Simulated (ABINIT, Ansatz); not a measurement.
# Calculated records

```json
{"subject": "ZrZnF6 (Fm-3m): one start, several treatments of the self-energy", "lattice_ang": [[-0.0, 4.0289, 4.0289], [4.0289, -0.0, 4.0289], [4.0289, 4.0289, -0.0]], "atoms": [["Zr", 0.0, 0.0, 0.0], ["Zn", 0.5, 0.5, 0.5], ["F", 0.7501, 0.2499, 0.2499], ["F", 0.2499, 0.7501, 0.7501], ["F", 0.2499, 0.7501, 0.2499], ["F", 0.7501, 0.2499, 0.7501], ["F", 0.2499, 0.2499, 0.7501], ["F", 0.7501, 0.7501, 0.2499]], "method": "RPA screening on PBEsol, plane waves, norm-conserving pseudopotentials (and 4 further levels or steps)", "program": "ABINIT 10.8.3", "settings": "cutoff 38 Ha, PseudoDojo scalar-relativistic 0.4.1 standard, norm-conserving, ngkpt (2, 2, 2), nband 123, ecuteps 4.2 Ha, gwcalctyp 2, nfreqre 16, nfreqim 8, inclvkb 2, freqremax 40 eV, spmeth 1, nomegasf 120, shiftk (0, 0, 0), symchi 1, awtr 1, frequency cd, 2×2×2 k-mesh", "cost": "9 runs, 4.4 min in all on 4 MPI ranks of Arm Neoverse V2, shared host", "notes": "The program’s warnings: Min real frequency set to default [Ha] = and nproc spkpt=  >= nkpt= * nsppol=. The cell and positions are those that the Materials Project relaxed with its own functionals (PBE, PBE+U or r2SCAN), kept fixed. Limits: d shell near the gap, gap tends to lie low; no spin-orbit coupling. Static COHSEX lies above G0W0: it lacks the factor Z and overstates the Coulomb hole of the filled states. The 2×2×2 mesh is coarse for this cell, which bears on the long-range parts of exchange and screening.", "results": {"g0w0_godby_needs_plasmon_pole": "11.149 eV", "g0w0_von_der_linden_horsch_plasmon_pole": "11.508 eV", "g0w0_engel_farid_plasmon_pole": "11.272 eV", "one_shot_cohsex": "11.742 eV", "one_shot_hartree_fock": "20.317 eV", "g0w0_contour_deformation": "11.074 eV", "known_limits": "short of the basis limit; d shell near the gap, gap tends to lie low; no spin-orbit coupling; coarse k mesh"}}
```

[Long decimals in the printed logs are rounded to 6 places.]

[Logs are printed without paths, hosts, clocks, repeated set-up lines and the standing remarks that a program may print on its own settings, such as how far it seeks lower states.]

[Paths, hosts, dates, memory and timing lines, banners, echoed tables and standing remarks are left out of the program output; an Ansatz launch command may be rebuilt from the run's recorded settings. Measured values are a selection of at most five: reports struck by readers or far from the other reports are left out. None is set beside runs whose start may be inverted or whose files or cutoffs have a known fault.]

[Runs of the session that timed out or met a known fault of the program may be left out.]

[Hosts, paths, dates, database ids (printed as entryN), source tags and the programs' standing remarks are cut or masked in the printed files.]

[G0W0 gaps are taken among the corrected bands and points alone; a level outside them can change the order at an edge.]

[Where Ansatz stands beside ABINIT at settings called matched, ABINIT's density can come from a denser mesh and the files from another edition; pairs whose starting gaps differed by over 0.03 eV were left out, so agreement reads better than it is.]
